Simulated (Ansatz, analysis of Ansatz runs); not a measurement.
# Reproducing a measured hyperfine coupling: neutral bond-centred H (muonium) in Ge

How near does this set-up come to the measured hyperfine coupling? Subject: neutral bond-centred H (muonium) in Ge. Set-up: PBE, 32-site cell, PBE lattice, 420 eV, k: the single point 1/4 1/4 1/4 then 2x2x2 shifted 0.5 0.5 0.5. The model is a cell of 32 host atoms with 1 H put in. The isotropic coupling follows from the spin density at the nucleus, the nuclear g-factor and the total spin. A small cell is quick and shows the size of the effect, at the price of close images.

What was measured. 1H (muon value / 3.1833) (muon value divided by the ratio of moments 3.1833; muon (Mu, light H isotope)), printed as -96.5 MHz: -30.31 MHz, by muon spin resonance (leading '2' in as_printed is a garbled minus sign) (quoted in “Muonium as a hydrogen analogue in silicon and germanium: Quantum effects and hyperfine parameters”, 1999, A. R. Porter, M. D. Towler, and R. J. Needs, quoting earlier work (1988)).

Method: plane-wave PAW DFT, PBE; relaxation of all atoms of a defect supercell, in Ansatz 0.2.0.

### Step 1. The structure

The cell holds 33 atoms: 32 Ge and 1 H. Cell: a = 9.977 Å, b = 9.977 Å, c = 9.977 Å, α = 109.5°, β = 109.5°, γ = 109.5°. It derives from Ge (space group Fd-3m). Nearest the centre at fractional (0.370, 0.508, 0.478): H33 at 0.00 Å, Ge23 at 1.71 Å, Ge11 at 1.71 Å, Ge27 at 2.96 Å, Ge8 at 3.01 Å, Ge2 at 3.10 Å, Ge32 at 3.20 Å, Ge26 at 3.28 Å.

The host's primitive cell comes from a first run (plane-wave PAW DFT, PBE; relaxation of the host's cell and atoms): vectors of 4.073, 4.073 and 4.073 Å. That is 23.89 Å³ an atom, 5.5 % over the diffraction cell's volume. The supercell is built on it.

### Step 2. Relaxation, charge 0

Every later number rests on the structure around the defect, so the atoms are relaxed at the host's lattice first.

Input file relax/input.yaml:

```yaml
relax:
  f_tol: 0.02
  max_steps: 80
  random_displacement: { amplitude: 0.02, seed: 102 }
crystal:
  lattice:
    - [-5.7603949, 5.7603949, 5.7603949]
    - [5.7603949, -5.7603949, 5.7603949]
    - [5.7603949, 5.7603949, -5.7603949]
  atoms:
    - { symbol: Ge, position: [0.0, 0.0, 0.5] }
    - { symbol: Ge, position: [0.0, 0.25, 0.25] }
    - { symbol: Ge, position: [0.0, 0.5, 0.0] }
    - { symbol: Ge, position: [0.0, 0.75, 0.75] }
    - { symbol: Ge, position: [0.25, 0.0, 0.25] }
    - { symbol: Ge, position: [0.25, 0.25, 0.0] }
    - { symbol: Ge, position: [0.25, 0.5, 0.75] }
    - { symbol: Ge, position: [0.25, 0.75, 0.5] }
    - { symbol: Ge, position: [0.5, 0.0, 0.0] }
    - { symbol: Ge, position: [0.5, 0.25, 0.75] }
    - { symbol: Ge, position: [0.544198359, 0.5, 0.5] }
    - { symbol: Ge, position: [0.5, 0.75, 0.25] }
    - { symbol: Ge, position: [0.75, 0.0, 0.75] }
    - { symbol: Ge, position: [0.75, 0.25, 0.5] }
    - { symbol: Ge, position: [0.75, 0.5, 0.25] }
    - { symbol: Ge, position: [0.75, 0.75, 0.0] }
    - { symbol: Ge, position: [0.0, 0.0, 0.25] }
    - { symbol: Ge, position: [0.0, 0.25, 0.0] }
    - { symbol: Ge, position: [0.0, 0.5, 0.75] }
    - { symbol: Ge, position: [0.0, 0.75, 0.5] }
    - { symbol: Ge, position: [0.25, 0.0, 0.0] }
    - { symbol: Ge, position: [0.25, 0.25, 0.75] }
    - { symbol: Ge, position: [0.205801641, 0.5, 0.5] }
    - { symbol: Ge, position: [0.25, 0.75, 0.25] }
    - { symbol: Ge, position: [0.5, 0.0, 0.75] }
    - { symbol: Ge, position: [0.5, 0.25, 0.5] }
    - { symbol: Ge, position: [0.5, 0.5, 0.25] }
    - { symbol: Ge, position: [0.5, 0.75, 0.0] }
    - { symbol: Ge, position: [0.75, 0.0, 0.5] }
    - { symbol: Ge, position: [0.75, 0.25, 0.25] }
    - { symbol: Ge, position: [0.75, 0.5, 0.0] }
    - { symbol: Ge, position: [0.75, 0.75, 0.75] }
    - { symbol: H, position: [0.370118, 0.507717, 0.477638] }
basis:
  ecutwfc: 420
  xc_grid: 2
hamiltonian:
  xc: pbe
kpoints:
  mp_grid: { grid: [1, 1, 1], shift: [0.25, 0.25, 0.25] }
magnetization:
  spin_polarized: true
  initial_magnetization: 1
  spin_locking: { lock_magnetization: hard }
scf:
  occupations: { method: fermi_dirac, width: 0.01 }
  max_iter: 120
output:
  forces: true
checkpoint:
  write: "../relax.run"
  compress: false
  write_wavefunctions: true
  write_every: 100000
```

The run is started by

```console
$ ansatz run input.yaml --threads 2 --pin off --max-ram 3768MiB --backend cpu --events-out ev --progress --plain --runs-dir out
```

Numbers of over 12 decimals in the logs are rounded to 6 here.

Log:

```text
[... repeated set-up lines and file paths are left out, and long positions are rounded to six places ...]
Engine: ansatz 0.2.0, aarch64-unknown-linux-gnu
Pseudopotentials: kind: paw
Pseudopotential: Ge, paw, valence charge 14, recommended cutoff 420 eV (normal), Ge.paw.azcp
Pseudopotential: H, paw, valence charge 1, recommended cutoff 420 eV (normal), H.paw.azcp
Functional definition: PBE
  parameter kappa = 0.804
  parameter beta = 0.066725
  exchange = pbe_x(kappa = kappa, mu = beta*pi^2/3)
  correlation = pbe_c(beta = beta)
Crystal: 33 atoms, lattice volume = 764.569 Å³
Basis set: ecut = 420 eV, 14915 PW (Γ), exchange–correlation on 144×144×144 points (8 copies of the dense FFT grid, shifted against one another)
Bands: 270, of which v1, the nominal top of the filled ones, is band 225 counted from 1 (224 counted from 0)
Symmetry: 1 space group operations
k-points: 1
Non-local potential: Ge, projectors of the file, l = 0: 2, l = 1: 2, l = 2: 3, l = 3: 1
Non-local potential: H, projectors of the file, l = 0: 2, l = 1: 1
PAW form: soft (Blöchl's): semilocal exchange-correlation on the pseudo side does not see the compensation charge
PAW one-centre angular grid: Ge, 590 points (default); XC on 64 Gauss nodes
PAW one-centre angular grid: H, 110 points (default); XC on 64 Gauss nodes
Initial density: superposition of atomic densities (chi_scale 0.1, normalization cell)
Starting moments: Σ|m| = 1 μB on 33 of 33 sites
Initial wavefunctions: pseudopotential atomic-orbital guess
Functional: x = pbe(κ = 0.804, μ = 0.219515), c = pbe(β = 0.066725)
iter 1 solved again at ethr=1.89e-3 eV; its pass at ethr=3.10e-3 eV (dr2=8.47e0 eV) is discarded
SCF iter   1: F=—  HF=-137451.096693 eV  |F-HF|=—  |Δ(HF+E_count)|=         —  Δρ=1.85e-2 (↑1.73e-2 ↓1.85e-2)  dr2=8.47e0  dr2_m=6.83e-2  M=1.000 μB ∫|m|=1.023 μB  β_m=0.30  ethr=1.89e-3  ⟨swp⟩=2.0  Hψ=2414  notcnv=0
preconditioner: auto → Resta (q_TF=auto, 2.497 Å⁻¹)  ε∞=2.6  [insulator: Δε(μ)=0.311 eV  Ē_g=22.220 eV  σ=0.010 eV  W_gap=1.00  n_scr=200 (ndim 8)  ℏωp=28.5 eV  f_vac=0.002  D(μ)=0.00/eV (n_scr^D=0)  ε∞_Penn≈2.6]
spin=Collinear: Resta preconditioning applied to the charge; magnetization (m = ρ↑ − ρ↓) channel mixes plain (no charge-response kernel on spin).
SCF iter   2: F=—  HF=-137450.648928 eV  |F-HF|=—  |Δ(HF+E_count)|=   4.48e-1  Δρ=1.39e-2 (↑1.29e-2 ↓1.39e-2)  dr2=4.88e0  dr2_m=3.51e-2  M=1.000 μB ∫|m|=1.034 μB  β_m=0.65  ethr=1.89e-3  ⟨swp⟩=1.0  Hψ=540  notcnv=0
SCF iter   3: F=—  HF=-137450.133152 eV  |F-HF|=—  |Δ(HF+E_count)|=   5.16e-1  Δρ=1.28e-3 (↑1.25e-3 ↓1.28e-3)  dr2=8.28e-2  dr2_m=3.58e-4  M=1.000 μB ∫|m|=1.110 μB  β_m=0.61  ethr=1.09e-3  ⟨swp⟩=4.0  Hψ=774  notcnv=0
SCF iter   4: F=—  HF=-137450.140340 eV  |F-HF|=—  |Δ(HF+E_count)|=   7.19e-3  Δρ=7.63e-4 (↑7.63e-4 ↓7.12e-4)  dr2=1.68e-2  dr2_m=1.69e-4  M=1.000 μB ∫|m|=1.116 μB  β_m=0.79  ethr=1.84e-5  ⟨swp⟩=2.0  Hψ=1083  notcnv=0  defer=79
SCF iter   5: F=—  HF=-137450.165573 eV  |F-HF|=—  |Δ(HF+E_count)|=   2.52e-2  Δρ=2.51e-4 (↑2.51e-4 ↓2.27e-4)  dr2=3.52e-3  dr2_m=1.19e-5  M=1.000 μB ∫|m|=1.119 μB  β_m=0.78  ethr=3.74e-6  ⟨swp⟩=3.5  Hψ=923  notcnv=0  defer=79
SCF iter   6: F=—  HF=-137450.168072 eV  |F-HF|=—  |Δ(HF+E_count)|=   2.50e-3  Δρ=9.90e-5 (↑9.90e-5 ↓8.67e-5)  dr2=5.95e-4  dr2_m=1.51e-6  M=1.000 μB ∫|m|=1.121 μB  β_m=0.69  ethr=7.84e-7  ⟨swp⟩=2.0  Hψ=922  notcnv=0  defer=79
SCF iter   7: F=—  HF=-137450.168325 eV  |F-HF|=—  |Δ(HF+E_count)|=   2.54e-4  Δρ=2.58e-5 (↑2.58e-5 ↓2.38e-5)  dr2=1.57e-5  dr2_m=1.16e-7  M=1.000 μB ∫|m|=1.121 μB  β_m=0.72  ethr=1.33e-7  ⟨swp⟩=2.0  Hψ=910  notcnv=0  defer=79
SCF iter   8: F=-137450.168397 eV  HF=-137450.168389 eV  |F-HF|=8.15e-6  |Δ(HF+E_count)|=   6.39e-5  Δρ=1.04e-5 (↑1.04e-5 ↓1.00e-5)  dr2=3.57e-6  dr2_m=3.55e-8  M=1.000 μB ∫|m|=1.121 μB  ethr=2.23e-9  ⟨swp⟩=3.0  Hψ=1420  notcnv=0
SCF 1 converged in 8 iterations: F = -137450.168397 eV  dr2 = 3.57e-6
  greatest PAW one-centre occupation: 0.998 electrons in one spin orbital (limit 2), on the Ge atom at site 10 (counted from 0), in its partial waves of l = 2
relax step   1: F+E_penalty+E_count = -137450.16839745 eV  Δ(F+E_penalty+E_count) = +0.000e0 eV  max|allowed force component| = 6.697e-1 eV/Å  Δτ_max = 0.0000 Å  (8 SCF iters, dr2 threshold 1.00e-5 eV, accepted)
[... the SCF cycles and remarks between the steps are left out from here to the last step ...]
relax step   2: F+E_penalty+E_count = -137450.47770613 eV  Δ(F+E_penalty+E_count) = -3.093e-1 eV  max|allowed force component| = 1.469e-1 eV/Å  Δτ_max = 0.1406 Å  (6 SCF iters, dr2 threshold 2.80e-5 eV, accepted)
relax step   3: F+E_penalty+E_count = -137450.49110327 eV  Δ(F+E_penalty+E_count) = -1.340e-2 eV  max|allowed force component| = 4.240e-2 eV/Å  Δτ_max = 0.0505 Å  (7 SCF iters, dr2 threshold 1.35e-6 eV, accepted)
SCF iter   1: F=—  HF=-137450.494026 eV  |F-HF|=—  |Δ(HF+E_count)|=         —  Δρ=5.19e-4 (↑4.27e-4 ↓5.19e-4)  dr2=4.02e-3  dr2_m=4.08e-5  M=1.000 μB ∫|m|=1.123 μB  β_m=0.30  ethr=9.44e-6  ⟨swp⟩=6.0  Hψ=1357  notcnv=0  defer=75
SCF iter   2: F=—  HF=-137450.493714 eV  |F-HF|=—  |Δ(HF+E_count)|=   3.11e-4  Δρ=3.75e-4 (↑3.08e-4 ↓3.75e-4)  dr2=2.07e-3  dr2_m=2.13e-5  M=1.000 μB ∫|m|=1.123 μB  β_m=0.65  ethr=8.96e-7  ⟨swp⟩=1.5  Hψ=634  notcnv=0  defer=75
SCF iter   3: F=—  HF=-137450.493398 eV  |F-HF|=—  |Δ(HF+E_count)|=   3.16e-4  Δρ=2.69e-5 (↑2.36e-5 ↓2.69e-5)  dr2=4.38e-5  dr2_m=1.27e-7  M=1.000 μB ∫|m|=1.123 μB  β_m=0.62  ethr=4.62e-7  ⟨swp⟩=2.0  Hψ=599  notcnv=0  defer=75
SCF iter   4: F=—  HF=-137450.493103 eV  |F-HF|=—  |Δ(HF+E_count)|=   2.95e-4  Δρ=1.16e-5 (↑9.72e-6 ↓1.16e-5)  dr2=3.51e-6  dr2_m=5.04e-8  M=1.000 μB ∫|m|=1.123 μB  β_m=0.70  ethr=9.76e-9  ⟨swp⟩=2.0  Hψ=914  notcnv=0  defer=75
SCF iter   5: F=—  HF=-137450.493104 eV  |F-HF|=—  |Δ(HF+E_count)|=   1.09e-6  Δρ=3.81e-6 (↑3.50e-6 ↓3.81e-6)  dr2=3.75e-7  dr2_m=6.88e-9  M=1.000 μB ∫|m|=1.123 μB  β_m=0.71  ethr=7.82e-10  ⟨swp⟩=2.0  Hψ=914  notcnv=0  defer=75
iter 6 did not close the SCF: its close was put off for a magnetic moment that had not settled (scf_convergence_deferred on its scf_iter line)
SCF iter   6: F=-137450.493105 eV  HF=-137450.493105 eV  |F-HF|=4.70e-8  |Δ(HF+E_count)|=   2.23e-7  Δρ=1.24e-6 (↑1.24e-6 ↓1.20e-6)  dr2=4.34e-8  dr2_m=8.87e-10  M=1.000 μB ∫|m|=1.123 μB  β_m=0.75  ethr=2.23e-11  ⟨swp⟩=4.0  Hψ=1512  notcnv=0
SCF iter   7: F=-137450.493105 eV  HF=-137450.493105 eV  |F-HF|=5.91e-9  |Δ(HF+E_count)|=   5.83e-8  Δρ=3.51e-7 (↑3.51e-7 ↓3.40e-7)  dr2=5.21e-9  dr2_m=5.34e-11  M=1.000 μB ∫|m|=1.123 μB  ethr=9.67e-12  ⟨swp⟩=1.0  Hψ=1458  notcnv=0
SCF 4 converged in 7 iterations: F = -137450.493105 eV  dr2 = 5.21e-9
relax step   4: F+E_penalty+E_count = -137450.49310459 eV  Δ(F+E_penalty+E_count) = -2.001e-3 eV  max|allowed force component| = 8.496e-3 eV/Å  Δτ_max = 0.0546 Å  (7 SCF iters, accepted)
NSCF: frozen V_eff on 1 k-points
the band table was solved once a step of the walk had ended and its energy, with any forces and stress, was formed, with the checks that follow a solve (1835 applications of the Hamiltonian). They found nothing against the state; [...]
SCF converged after 7 iterations
Stability checked in part: among states of this total moment the steps that led to this state did not find it unstable. No probe was made; neither looks for a lower state of another moment (fixed_total_moment; see scf.lower_state_search)
Magnetization: 1.0000 μB (225.0000 up, 224.0000 down)
Absolute magnetization: 1.0973 μB (∫|ρ↑−ρ↓|, with the PAW one-centre terms)
Spin contamination: 0.0018 ħ² per cell (⟨S²⟩ above its minimum at these occupations)
Per-site moments (μB) at R_I (Å): [(0.014424, 1.016984), (0.00472212, 1.011593), (0.014423, 1.017013), [... 30 left out ...]
Free energy (F): -137450.493105 eV
Harris-Foulkes:  -137450.493105 eV  (|F-HF|=5.91e-9)
Internal energy: -137450.493104 eV  (E = F + TS)
E sigma→0 (E₀):  -137450.493104 eV
Entropy (-TS):   -0.000000 eV (-0.000 meV/atom)
Fermi energy:    8.151547 (↑ 8.210296, ↓ 7.680879) eV
--- Per-component energies (eV) ---
  E_band       = -5012.363333
  E_kinetic    = 3575.404216
  E_local      = -80549.963951  (includes V_loc(G=0)·N_el)
  E_nonlocal   = 13396.062860
  E_hartree    = 35330.635618
  E_xc         = -2420.970199
  E_vxc        = -2070.860487  (∫ρ·V_xc dr)
  E_paw        = -64641.715126  (= ΣΔE_a)
  E_vpaw       = -10024.286952  (= ΣTr[D̂ρ^β])
  E_aug_tail   = 0.010243  (compensation charges beyond the density's cutoff)
  E_ewald      = -42139.956765
  E_smearing   = -0.000000  (= −TS)
  E_closure    = 0.000000  (closes the sum)
  Σ components = -137450.493105   (vs F -137450.493105, Δ=0.00e0)
--- Forces (eV/Å), atoms counted from 1 ---
  atom   1  Ge    -0.00299745     0.00097686     0.00364287
  atom   2  Ge    -0.00141357    -0.00157540    -0.00452495
  atom   3  Ge     0.00119016    -0.00721389    -0.00322763
  atom   4  Ge     0.00325260    -0.00076692     0.00388028
  atom   5  Ge     0.00849565    -0.00162816     0.00164872
  atom   6  Ge    -0.00334626     0.00147670     0.00327507
  atom   7  Ge     0.00396874     0.00124907    -0.00537507
  atom   8  Ge     0.00456515    -0.00227182     0.00260412
  atom   9  Ge     0.00094897     0.00122671    -0.00020391
  atom  10  Ge    -0.00223318     0.00070471     0.00218990
  atom  11  Ge    -0.00213117     0.00087109     0.00380490
  atom  12  Ge    -0.00212681     0.00141791     0.00050544
  atom  13  Ge    -0.00194401    -0.00190999    -0.00698225
  atom  14  Ge    -0.00335042    -0.00125897    -0.00274287
  atom  15  Ge     0.00082657     0.00116193    -0.00080581
  atom  16  Ge    -0.00011343     0.00241169     0.00367310
  atom  17  Ge     0.00049692    -0.00078654    -0.00759791
  atom  18  Ge     0.00233198     0.00314644     0.00593374
  atom  19  Ge     0.00046387     0.00370604    -0.00065276
  atom  20  Ge    -0.00488546    -0.00117545    -0.00049162
  atom  21  Ge    -0.00329278     0.00158158     0.00248304
  atom  22  Ge     0.00013150    -0.00252138    -0.00089096
  atom  23  Ge     0.00476186    -0.00630656    -0.00310415
  atom  24  Ge    -0.00208620     0.00050355    -0.00482559
  atom  25  Ge     0.00445519    -0.00018809    -0.00310392
  atom  26  Ge    -0.00452332     0.00304327     0.00021634
  atom  27  Ge    -0.00485206    -0.00029252     0.00027130
  atom  28  Ge    -0.00638576    -0.00174843     0.00635366
  atom  29  Ge     0.00059482     0.00390486     0.00782221
  atom  30  Ge     0.00055332    -0.00220598     0.00236491
  atom  31  Ge     0.00424578    -0.00232880    -0.00057795
  atom  32  Ge     0.00175564     0.00455625    -0.00115295
  atom  33  H      0.00264639     0.00224139    -0.00441424
  max |Σ_I F_I| component: 4.94e-6 eV/Å
--- Band table (eV) ---
  k-point 0 ↑: bands = ["-16.8934", "-16.8697", "-16.8620", "-16.8620", [... 262 left out ...] "13.1876", "13.2063", "13.2417", "13.2418"]
  k-point 0 ↓: bands = ["-16.8671", "-16.8569", "-16.8568", "-16.8556", [... 262 left out ...] "13.2086", "13.2308", "13.2654", "13.2655"]
--- Relaxed structure (4 steps of the walk, 4 accepted, 0 SCFs on fresh bases) ---
  F+E_penalty+E_count = -137450.49310459 eV   max|allowed force component| = 8.496e-3 eV/Å
  atoms:
    - { symbol: Ge, position: [-0.001272, 0.000954, 0.499421] }
    - { symbol: Ge, position: [-0.010403, 0.244134, 0.243005] }
    - { symbol: Ge, position: [-0.000900, 0.500639, -0.000283] }
    - { symbol: Ge, position: [0.004893, 0.752146, 0.751063] }
    - { symbol: Ge, position: [0.250102, 6.775288743147111e-6, 0.247841] }
    - { symbol: Ge, position: [0.249971, 0.249149, -0.000947] }
    - { symbol: Ge, position: [0.246259, 0.500603, 0.755819] }
    - { symbol: Ge, position: [0.245979, 0.757019, 0.499446] }
    - { symbol: Ge, position: [0.498500, 0.000310, -0.000930] }
    - { symbol: Ge, position: [0.501499, 0.251544, 0.750988] }
    - { symbol: Ge, position: [0.546259, 0.500622, 0.499389] }
    - { symbol: Ge, position: [0.501450, 0.752032, 0.250488] }
    - { symbol: Ge, position: [0.750650, 0.001152, 0.748409] }
    - { symbol: Ge, position: [0.753251, 0.249021, 0.499496] }
    - { symbol: Ge, position: [0.753448, 0.500612, 0.247666] }
    - { symbol: Ge, position: [0.750443, 0.749571, -5.278020616441333e-5] }
    - { symbol: Ge, position: [-0.000146, 0.000131, 0.250350] }
    - { symbol: Ge, position: [-0.000361, 0.251493, -0.001041] }
    - { symbol: Ge, position: [-0.002857, 0.500565, 0.751000] }
    - { symbol: Ge, position: [-0.003036, 0.752373, 0.499502] }
    - { symbol: Ge, position: [0.251737, 0.000826, -0.000399] }
    - { symbol: Ge, position: [0.248782, 0.249140, 0.748587] }
    - { symbol: Ge, position: [0.204992, 0.500585, 0.499358] }
    - { symbol: Ge, position: [0.248844, 0.749706, 0.248107] }
    - { symbol: Ge, position: [0.500290, 0.001005, 0.750764] }
    - { symbol: Ge, position: [0.504128, 0.244085, 0.499478] }
    - { symbol: Ge, position: [0.504385, 0.500614, 0.242866] }
    - { symbol: Ge, position: [0.500159, 0.752081, 7.863927399093251e-5] }
    - { symbol: Ge, position: [0.751387, 0.000321, 0.499335] }
    - { symbol: Ge, position: [0.745302, 0.248899, 0.247794] }
    - { symbol: Ge, position: [0.751747, 0.500563, -0.000937] }
    - { symbol: Ge, position: [0.760753, 0.757156, 0.755977] }
    - { symbol: H, position: [0.375339, 0.500857, 0.498681] }
```

Run time: 2.2 min. Hardware: 2 threads of Arm Neoverse V2, shared host; peak memory 2.4 GiB; 4.3 min of CPU time.

(Continued in part 2 of 2.)

[Logs are printed without paths, hosts, clocks, repeated set-up lines and the standing remarks that a program may print on its own settings, such as how far it seeks lower states.]

[Hosts, paths, dates, database ids (printed as entryN), source tags and the programs' standing remarks are cut or masked in the printed files.]

[For some hosts the program warned that the k-mesh of the response run may be too coarse for force constants and the static dielectric constant; such warnings are not shown here.]
